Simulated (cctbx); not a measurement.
# Yb2ZnIr2: precision against data quality

Space group P4/mbm (no. 127), a = 7.5560 Å, b = 7.5560 Å, c = 3.5450 Å, α = 90.00°, β = 90.00°, γ = 90.00°.

```
atom  mult.       x       y    z  Ueq (Å²)
 Ir1      4  0.8732  0.6268    0    0.0106
 Yb1      4  0.1695  0.6695  1/2    0.0114
 Zn1      2     1/2     1/2    0    0.0149
```

This is a model crystal, built by substitution and not relaxed, with assumed displacement parameters.

Five simulated data sets (cctbx; Mo Kα, λ = 0.71073 Å; 3 % proportional error) differ in resolution or exposure (noise floor 15 counts in the first three, 8 in the last two). Each is refined with the right model, isotropic at 1.1 Å and anisotropic otherwise. How do the figures of merit and the uncertainties move?

```
d min (Å)  top counts  ⟨I/σ⟩ (unmerged, absences included)  unique  param. (scale apart)   Rint      R1  GooF  largest s.u. xyz (fractional)  s.u. U of Zn1 (Å²)  largest error (Å)
      1.1       70000                                 21.2      58                     5  0.021  0.0056  1.04                        0.00004              0.0004             0.0004
     0.84       70000                                 20.9     119                    10  0.026  0.0051  0.87                        0.00002              0.0002             0.0001
      0.6       70000                                 17.8     301                    10  0.027  0.0062  0.89                        0.00001              0.0001             0.0001
     0.75         300                                  1.5     159                    10  0.357  0.0531  0.92                        0.00033              0.0042             0.0035
     0.75        3000                                  7.2     159                    10  0.070  0.0145  0.93                        0.00006              0.0007             0.0005
```

The number of reflections grows roughly as 1/d³: 58, 119 and 301 here. R1 follows the noise rather than the truth: at 300 counts it is 0.0531, at 3000 counts 0.0145, while GooF is 0.92 and 0.93: the weights 1/σ² carry the noise. The s.u. of U (U11 where anisotropic) for Zn1 goes 0.0004, 0.0002, 0.0001 Å² with resolution and 0.0042, 0.0007 Å² with exposure.

Hardware for the 0.6 Å refinement: 0.38 s on 1 thread of Arm Neoverse V2 (shared host), peak memory 0.09 GiB.

[Logs are printed without paths, hosts, clocks, repeated set-up lines and the standing remarks that a program may print on its own settings, such as how far it seeks lower states.]
